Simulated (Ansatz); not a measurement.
# Se on Al(111): change of the work function, part 3 of 3

Aim: the work function of Al(111) at several coverages of Se (fcc site), and the dipole that each adsorbate carries.

Ansatz 0.2.0; plane-wave DFT, PBE, Ansatz PAW.

So far, work function, upper face (eV): step 2 (the clean slab) 4.02; step 3 (17 atoms, coverage 0.25 ML, cell 2x2) 4.41.

## Step 4: The covered slab, k-mesh 12×12×1, coverage 1 ML

System of this step: Se/Al(111). The cell holds 5 atoms: 4 Al and 1 Se. Its edges and angles: a = 2.864 Å, b = 2.864 Å, c = 26.809 Å, α = 90.0°, β = 90.0°, γ = 60.0°. Vacuum lies along c.

Another coverage, to see how the dipoles act on each other as their distance changes.

Contents of input.yaml:

```yaml
crystal:
  lattice:
    - [2.8637824638, 0.0, 0.0]
    - [1.4318912319, 2.4801083646, 0.0]
    - [0.0, 0.0, 26.8090152073]
  atoms:
    - { symbol: Al, position: [0.0, 0.0, 0.3357079673] }
    - { symbol: Al, position: [0.3333333333, 0.3333333333, 0.4229274556] }
    - { symbol: Al, position: [0.6666666667, 0.6666666667, 0.5081857574] }
    - { symbol: Al, position: [0.0, 0.0, 0.5952293325] }
    - { symbol: Se, position: [0.3333333333, 0.3333333333, 0.6642920327] }
kpoints:
  mp_grid: { grid: [12, 12, 1] }
hamiltonian:
  xc: pbe
scf:
  occupations: { method: fermi_dirac, width: 0.1 }
  convergence: { dr2_threshold: 1.0e-08 }
efield:
  axis: 3
  dipole_correction: true
  ramp_position: 0.97
  ramp_width: 0.06
relax:
  f_tol: 0.02
  max_steps: 60
  constraints: [{ sites: [0, 1] }]
output:
  write_potential: true
  write_density: true
  volumetric_format: npy
```

Launch:

```
ansatz run input.yaml --threads 2 --pin off --max-ram 3072MiB --backend cpu --events-out ev --progress --plain --runs-dir out
```

Numbers of over 12 decimals in the logs are rounded to 6 here.

Output:

```text
[...]
Crystal: 5 atoms, lattice volume = 190.411 Å³
Basis set: ecut = 420 eV, 3737 PW (Γ), exchange–correlation on 40×40×360 points (8 copies of the dense FFT grid, shifted against one another)
Bands: 19, of which v1, the nominal top of the filled ones, is band 14 counted from 1 (13 counted from 0)
Symmetry: 6 space group operations
[...]
k-points: 19 of 144 (time reversal used)
[...]
SCF iter   1: F=—  HF=-7618.136857 eV  |F-HF|=—  |Δ(HF+E_count)|=         —  Δρ=3.27e-3  dr2=1.05e0  ethr=1.77e-3  p=-0.016 e·Å  D=-1.51e-2 V/Å  ΔV_dip=0.40 eV  dr2_dipole=5.06e-1  V_vac-E_F(+/−)=4.29/3.89 eV  ⟨swp⟩=8.8  Hψ=2350  notcnv=0
[...]
SCF iter   8: F=-7618.111087 eV  HF=-7618.111087 eV  |F-HF|=2.23e-9  |Δ(HF+E_count)|=   1.58e-8  Δρ=3.61e-7  dr2=2.44e-10  ethr=3.57e-11  p=0.003 e·Å  D=3.18e-3 V/Å  ΔV_dip=-0.09 eV  dr2_dipole=7.66e-12  V_vac-E_F(+/−)=4.08/4.17 eV  ⟨swp⟩=8.9  Hψ=2124  notcnv=0
SCF 1 converged in 8 iterations: F = -7618.111087 eV  dr2 = 2.44e-10
[...]
relax step   1: F+E_penalty+E_count = -7618.11108693 eV  Δ(F+E_penalty+E_count) = +0.000e0 eV  max|allowed force component| = 1.264e0 eV/Å  Δτ_max = 0.0000 Å  (8 SCF iters, accepted)
[...]
SCF iter   8: F=-7618.197810 eV  HF=-7618.197810 eV  |F-HF|=6.19e-9  |Δ(HF+E_count)|=   1.43e-8  Δρ=4.85e-7  dr2=7.19e-10  ethr=3.57e-11  p=0.002 e·Å  D=1.55e-3 V/Å  ΔV_dip=-0.04 eV  dr2_dipole=1.04e-12  V_vac-E_F(+/−)=4.13/4.17 eV  ⟨swp⟩=8.8  Hψ=2168  notcnv=0
SCF 2 converged in 8 iterations: F = -7618.197810 eV  dr2 = 7.19e-10
relax step   2: F+E_penalty+E_count = -7618.19781044 eV  Δ(F+E_penalty+E_count) = -8.672e-2 eV  max|allowed force component| = 6.244e-1 eV/Å  Δτ_max = 0.0579 Å  (8 SCF iters, accepted)
[...]
SCF iter   7: F=-7618.261851 eV  HF=-7618.261851 eV  |F-HF|=8.40e-9  |Δ(HF+E_count)|=   6.90e-8  Δρ=1.16e-6  dr2=6.02e-9  ethr=3.57e-11  p=-0.004 e·Å  D=-3.99e-3 V/Å  ΔV_dip=0.11 eV  dr2_dipole=4.04e-13  V_vac-E_F(+/−)=4.26/4.15 eV  ⟨swp⟩=8.1  Hψ=2593  notcnv=0
SCF 3 converged in 7 iterations: F = -7618.261851 eV  dr2 = 6.02e-9
relax step   3: F+E_penalty+E_count = -7618.26185062 eV  Δ(F+E_penalty+E_count) = -6.404e-2 eV  max|allowed force component| = 2.427e-1 eV/Å  Δτ_max = 0.1633 Å  (7 SCF iters, accepted)
[...]
relax step   4: F+E_penalty+E_count = -7618.28211120 eV  Δ(F+E_penalty+E_count) = -2.026e-2 eV  max|allowed force component| = 3.555e-2 eV/Å  Δτ_max = 0.2000 Å  (8 SCF iters, accepted)
SCF iter   1: F=—  HF=-7618.284167 eV  |F-HF|=—  |Δ(HF+E_count)|=         —  Δρ=1.17e-3  dr2=1.20e-2  ethr=3.48e-4  p=-0.013 e·Å  D=-1.21e-2 V/Å  ΔV_dip=0.32 eV  dr2_dipole=1.23e-3  V_vac-E_F(+/−)=4.47/4.15 eV  ⟨swp⟩=2.8  Hψ=969  notcnv=0  defer=2
[...]
SCF iter   7: F=-7618.283133 eV  HF=-7618.283133 eV  |F-HF|=4.35e-10  |Δ(HF+E_count)|=   2.16e-8  Δρ=4.68e-7  dr2=1.78e-9  ethr=3.57e-11  p=-0.014 e·Å  D=-1.32e-2 V/Å  ΔV_dip=0.35 eV  dr2_dipole=5.33e-10  V_vac-E_F(+/−)=4.50/4.14 eV  ⟨swp⟩=9.0  Hψ=2261  notcnv=0
SCF 5 converged in 7 iterations: F = -7618.283133 eV  dr2 = 1.78e-9
relax step   5: F+E_penalty+E_count = -7618.28313253 eV  Δ(F+E_penalty+E_count) = -1.021e-3 eV  max|allowed force component| = 1.085e-2 eV/Å  Δτ_max = 0.0540 Å  (7 SCF iters, accepted)
[...]
SCF converged after 7 iterations
Free energy (F): -7618.283133 eV
[...]
Internal energy: -7618.197360 eV  (E = F + TS)
E sigma→0 (E₀):  -7618.240246 eV
Entropy (-TS):   -0.085773 eV (-17.155 meV/atom)
Fermi energy:    1.644163 eV
Dipole field:    D = -0.013247 V/Å  (p = -0.013940 e·Å, saw-weighted, corrected)
Work function:   Φ+ = 4.4974 eV   Φ− = 4.1422 eV
[...]
--- Forces (eV/Å), atoms counted from 1 ---
  atom   1  Al    -0.00000000     0.00000000    -0.03217778
  atom   2  Al     0.00000000     0.00000000     0.03485311
  atom   3  Al    -0.00000000    -0.00000000    -0.00481252
  atom   4  Al     0.00000000     0.00000000    -0.00870983
  atom   5  Se    -0.00000000    -0.00000000     0.01085168
  max |Σ_I F_I| component: 4.66e-6 eV/Å
--- Band table (eV; the first three rows and the last of 19) ---
  k-point 0: bands = [... 10 lower, -2.7583, -0.2796, 2.4603, 4.7730, 5.0752, 5.0752, 5.6880, 6.0364, ... 1 higher]
  k-point 1: bands = [... 10 lower, -2.6043, -0.1288, 2.6058, 3.9856, 4.7765, 4.9358, 5.8501, 6.1999, ... 1 higher]
  k-point 2: bands = [... 10 lower, -2.1456, 0.3134, 1.7082, 3.0612, 4.0873, 5.3769, 6.3122, 6.6432, ... 1 higher]
  k-point 18: bands = [... 10 lower, -1.1903, -0.9001, -0.3699, -0.2523, -0.0641, 1.1142, 2.1140, 2.1152, ... 1 higher]
--- Relaxed structure (5 steps of the walk, 5 accepted, 0 SCFs on fresh bases) ---
  F+E_penalty+E_count = -7618.28313253 eV   max|allowed force component| = 1.085e-2 eV/Å
  atoms:
[...]
- { symbol: Al, position: [0.333333, 0.333333, 0.422927] }
    - { symbol: Al, position: [0.666667, 0.666667, 0.510402] }
[...]
- { symbol: Se, position: [0.333333, 0.333333, 0.681536] }
```

It took 27 s on 2 threads of Arm Neoverse N1, shared host; peak memory 0.45 GiB; 51 s of CPU time.

Step by step:

```tsv
step	energy less that of the first step (eV)	largest force component (eV/Å)
1	0.0000	1.2643
2	-0.0867	0.6244
3	-0.1508	0.2427
4	-0.1710	0.0355
5	-0.1720	0.0109
```

The run keeps the 6 symmetry operations that it works with, so distortions that break them were not tested.

The atoms that moved most (Å):

```tsv
atom	dx	dy	dz	length
Se5	0.000	0.000	0.462	0.462
Al3	0.000	0.000	0.059	0.059
Al4	0.000	0.000	0.047	0.047
```

This step gave:

- energy at zero smearing: -7618.2402 eV
- work function, upper face: 4.497 eV
- work function, lower face: 4.142 eV
- dipole along the normal: -0.01394 e·Å
- step between the vacuum levels: 0.3551 eV

Running mean over 2.338 Å of the planar mean; the ramp of the sawtooth is left out. The electron's electrostatic potential energy less the Fermi level by z:

z (Å), electron's electrostatic potential energy less the Fermi level (eV) and a bar from the least value:
```
      3.5       4.14 #############################
      4.0       4.14 #############################
      4.5       4.14 #############################
      5.0       4.14 #############################
      5.5       4.12 #############################
      6.0       4.05 #############################
      6.5       3.82 ############################
      7.0       3.06 ##########################
      7.5       1.12 ####################
      8.0      -1.26 #############
      8.5      -3.38 ######
      9.0      -4.32 ####
      9.5      -4.48 ###
     10.0      -4.49 ###
     10.5      -4.51 ###
     11.0      -4.50 ###
     11.5      -4.49 ###
     12.0      -4.48 ###
     12.5      -4.47 ###
     13.0      -4.47 ###
     13.5      -4.51 ###
     14.0      -4.55 ###
     14.5      -4.60 ###
     15.0      -4.66 ##
     15.5      -4.77 ##
     16.0      -4.83 ##
     16.5      -5.09 #
     17.0      -5.38 
     17.5      -5.49 
     18.0      -5.26 #
     18.5      -4.53 ###
     19.0      -2.64 #########
     19.5       0.03 #################
     20.0       2.60 ########################
     20.5       4.05 #############################
     21.0       4.40 ##############################
     21.5       4.47 ##############################
     22.0       4.49 ##############################
     22.5       4.50 ##############################
     23.0       4.50 ##############################
     23.5       4.50 ##############################
```

The relaxation took 5 steps and lowered the energy by 0.17 eV; the largest force on the free atoms ends at 0.011 eV/Å.

The covered face has 4.50 eV, +0.48 eV against the clean one; the bare back face has moved by +0.12 eV, a measure of how thin the slab is.

## Step 5: The covered slab, k-mesh 4×4×1, coverage 0.111 ML

System of this step: Se/Al(111). The cell holds 37 atoms: 36 Al and 1 Se. Its edges and angles: a = 8.591 Å, b = 8.591 Å, c = 26.809 Å, α = 90.0°, β = 90.0°, γ = 60.0°. Vacuum lies along c.

Another coverage, to see how the dipoles act on each other as their distance changes.

Contents of input.yaml:

```yaml
crystal:
  lattice:
    - [8.5913473915, 0.0, 0.0]
    - [4.2956736957, 7.4403250937, 0.0]
    - [0.0, 0.0, 26.8090152073]
  atoms:
    - { symbol: Al, position: [0.0, 0.0, 0.3357079673] }
    - { symbol: Al, position: [0.1111111111, 0.1111111111, 0.4229274556] }
    - { symbol: Al, position: [0.2222222222, 0.2222222222, 0.5081857574] }
    - { symbol: Al, position: [0.0, 0.0, 0.5952293325] }
    - { symbol: Al, position: [0.0, 0.3333333333, 0.3357079673] }
    - { symbol: Al, position: [0.1111111111, 0.4444444444, 0.4229274556] }
    - { symbol: Al, position: [0.2222222222, 0.5555555556, 0.5081857574] }
    - { symbol: Al, position: [0.0, 0.3333333333, 0.5952293325] }
    - { symbol: Al, position: [0.0, 0.6666666667, 0.3357079673] }
    - { symbol: Al, position: [0.1111111111, 0.7777777778, 0.4229274556] }
    - { symbol: Al, position: [0.2222222222, 0.8888888889, 0.5081857574] }
    - { symbol: Al, position: [0.0, 0.6666666667, 0.5952293325] }
    - { symbol: Al, position: [0.3333333333, 0.0, 0.3357079673] }
    - { symbol: Al, position: [0.4444444444, 0.1111111111, 0.4229274556] }
    - { symbol: Al, position: [0.5555555556, 0.2222222222, 0.5081857574] }
    - { symbol: Al, position: [0.3333333333, 0.0, 0.5952293325] }
    - { symbol: Al, position: [0.3333333333, 0.3333333333, 0.3357079673] }
    - { symbol: Al, position: [0.4444444444, 0.4444444444, 0.4229274556] }
    - { symbol: Al, position: [0.5555555556, 0.5555555556, 0.5081857574] }
    - { symbol: Al, position: [0.3333333333, 0.3333333333, 0.5952293325] }
    - { symbol: Al, position: [0.3333333333, 0.6666666667, 0.3357079673] }
    - { symbol: Al, position: [0.4444444444, 0.7777777778, 0.4229274556] }
    - { symbol: Al, position: [0.5555555556, 0.8888888889, 0.5081857574] }
    - { symbol: Al, position: [0.3333333333, 0.6666666667, 0.5952293325] }
    - { symbol: Al, position: [0.6666666667, 0.0, 0.3357079673] }
    - { symbol: Al, position: [0.7777777778, 0.1111111111, 0.4229274556] }
    - { symbol: Al, position: [0.8888888889, 0.2222222222, 0.5081857574] }
    - { symbol: Al, position: [0.6666666667, 0.0, 0.5952293325] }
    - { symbol: Al, position: [0.6666666667, 0.3333333333, 0.3357079673] }
    - { symbol: Al, position: [0.7777777778, 0.4444444444, 0.4229274556] }
    - { symbol: Al, position: [0.8888888889, 0.5555555556, 0.5081857574] }
    - { symbol: Al, position: [0.6666666667, 0.3333333333, 0.5952293325] }
    - { symbol: Al, position: [0.6666666667, 0.6666666667, 0.3357079673] }
    - { symbol: Al, position: [0.7777777778, 0.7777777778, 0.4229274556] }
    - { symbol: Al, position: [0.8888888889, 0.8888888889, 0.5081857574] }
    - { symbol: Al, position: [0.6666666667, 0.6666666667, 0.5952293325] }
    - { symbol: Se, position: [0.1111111111, 0.1111111111, 0.6642920327] }
kpoints:
  mp_grid: { grid: [4, 4, 1] }
hamiltonian:
  xc: pbe
scf:
  occupations: { method: fermi_dirac, width: 0.1 }
  convergence: { dr2_threshold: 1.0e-08 }
efield:
  axis: 3
  dipole_correction: true
  ramp_position: 0.97
  ramp_width: 0.06
relax:
  f_tol: 0.02
  max_steps: 60
  constraints:
    - { sites: [0, 1, 4, 5, 8, 9, 12, 13, 16, 17, 20, 21, 24, 25, 28, 29, 32, 33] }
output:
  write_potential: true
  write_density: true
  volumetric_format: npy
```

Output:

```text
[...]
Crystal: 37 atoms, lattice volume = 1713.697 Å³
Basis set: ecut = 420 eV, 33479 PW (Γ), exchange–correlation on 120×120×360 points (8 copies of the dense FFT grid, shifted against one another)
Bands: 99, of which v1, the nominal top of the filled ones, is band 62 counted from 1 (61 counted from 0)
Symmetry: 6 space group operations
[...]
- { symbol: Al, position: [-2.2222224060897133e-11, 0.666667, 0.3357079673] }
[...]
- { symbol: Al, position: [0.666667, 0.666667, 0.3357079673] }
    - { symbol: Al, position: [0.777778, 0.777778, 0.422927] }
    - { symbol: Al, position: [0.888660, 0.888660, 0.507423] }
    - { symbol: Al, position: [0.666351, 0.666351, 0.595327] }
    - { symbol: Se, position: [0.111111, 0.111111, 0.663966] }
[key lines of the parts left out:]
SCF converged after 6 iterations
Free energy (F): -24814.383100 eV
Fermi energy:    0.301217 eV
Dipole field:    D = -0.006252 V/Å  (p = -0.059211 e·Å, saw-weighted, corrected)
Work function:   Φ+ = 4.1969 eV   Φ− = 4.0293 eV
```

It took 3.8 min on 2 threads; peak memory 2.2 GiB; 7.3 min of CPU time.

The steps of the relaxation:

```tsv
step	energy less that of the first step (eV)	largest force component (eV/Å)
1	0.0000	0.6277
2	-0.1426	0.1325
3	-0.1496	0.0569
4	-0.1502	0.0097
```

The run keeps the 6 symmetry operations that it works with, so distortions that break them were not tested.

The atoms that moved most (Å):

```tsv
atom	dx	dy	dz	length
Al8	0.000	0.120	0.069	0.139
Al4	-0.104	-0.060	0.069	0.139
Al16	0.104	-0.060	0.069	0.139
Al3	-0.019	-0.011	0.067	0.070
Al11	0.000	0.022	0.067	0.070
Al27	0.019	-0.011	0.067	0.070
Al32	-0.020	0.012	-0.066	0.070
Al20	0.020	0.012	-0.066	0.070
```

Final coordinates:

```xyz
37
Lattice="8.5913 0.0000 0.0000 4.2957 7.4403 0.0000 0.0000 0.0000 26.8090" Properties=species:S:1:pos:R:3
Al    0.0000    0.0000    9.0000
Al    1.4319    0.8267   11.3383
Al    2.8446    1.6423   13.6907
Al   -0.1042   -0.0602   16.0264
Al    1.4319    2.4801    9.0000
Al    2.8638    3.3068   11.3383
Al    4.2848    4.1398   13.5980
Al    1.4319    2.6004   16.0264
Al    2.8638    4.9602    9.0000
Al    4.2957    5.7869   11.3383
Al    5.7276    6.6358   13.6907
Al    2.8679    4.9579   15.9601
Al    2.8638    0.0000    9.0000
Al    4.2957    0.8267   11.3383
Al    5.7276    1.6409   13.5980
Al    2.9680   -0.0602   16.0264
Al    4.2957    2.4801    9.0000
Al    5.7276    3.3068   11.3383
Al    7.1703    4.1398   13.5980
Al    4.3157    2.4917   15.8919
Al    5.7276    4.9602    9.0000
Al    7.1595    5.7869   11.3383
Al    8.5943    6.6119   13.6035
Al    5.7276    4.9371   15.8919
Al    5.7276    0.0000    9.0000
Al    7.1595    0.8267   11.3383
Al    8.6105    1.6423   13.6907
Al    5.7276    0.0047   15.9601
Al    7.1595    2.4801    9.0000
Al    8.5913    3.3068   11.3383
Al   10.0232    4.1369   13.6035
Al    7.1394    2.4917   15.8919
Al    8.5913    4.9602    9.0000
Al   10.0232    5.7869   11.3383
Al   11.4522    6.6119   13.6035
Al    8.5873    4.9579   15.9601
Se    1.4319    0.8267   17.8003
```

The relaxation took 4 steps and lowered the energy by 0.15 eV; the largest force on the free atoms ends at 0.0097 eV/Å.

The covered face has 4.20 eV, +0.18 eV against the clean one; the bare back face has moved by +0.01 eV, a measure of how thin the slab is.

## Step 6: Work function against coverage

This step: plane-wave DFT, PBE, Ansatz PAW; work function against coverage (Ansatz 0.2.0).

The runs are now put side by side.

Numbers from this step:

- work function of the clean face: 4.021 eV
- largest change of the work function: 0.4769 eV

The work function of the covered face by coverage:

```tsv
coverage (adsorbates/nm²)	work function of the covered face (eV)
0.00	4.02
1.56	4.20
3.52	4.41
14.08	4.50
```

The dipole per adsorbate comes from the change of the cell's dipole. Coverage, by row:

```tsv
coverage (1/nm²)	coverage (ML)	work function (eV)	change (eV)	dipole per adsorbate, positive end outwards (debye)	mean height of the added atoms over the highest substrate atom (Å)
1.564	0.1111	4.197	0.1764	-0.281	1.774
3.52	0.25	4.406	0.385	-0.283	1.802
14.08	1	4.497	0.4769	-0.067	2.266
```

## Step 7: Results

```yaml
work_function_of_the_clean_face: 4.02 eV
work_function_at_0p11_ml: 4.20 eV
work_function_at_0p25_ml: 4.41 eV
work_function_at_1_ml: 4.50 eV
dipole_per_adsorbate_at_0p11_ml_positive_end_outwards: -0.28 D
```

In words: Se raises the work function of Al(111) at the lowest coverage, by 0.18 eV: the adsorbate layer has its negative end outwards. The dipole per adsorbate falls from 0.28 to 0.07 D as the layer fills. Neighbouring dipoles depolarise each other, and heights and bonding change with coverage too. At the highest coverage the adsorbates are pressed to about 2.9 Å, closer than unbonded atoms of this kind usually come, so a real layer may not reach it. The slab has 4 layers, at the tabulated experimental lattice constant, one starting site was run, and quantum-size effects of a slab this thin can reach one or two tenths of an eV.

[Logs are printed without paths, hosts, clocks, repeated set-up lines and the standing remarks that a program may print on its own settings, such as how far it seeks lower states.]

[Hosts, paths, dates, database ids (printed as entryN), source tags and the programs' standing remarks are cut or masked in the printed files.]

[Maps of the electrostatic potential energy from Ansatz leave out the sawtooth potential of an applied field or a dipole correction, so their vacuum need not be flat; planar profiles and work functions include it.]
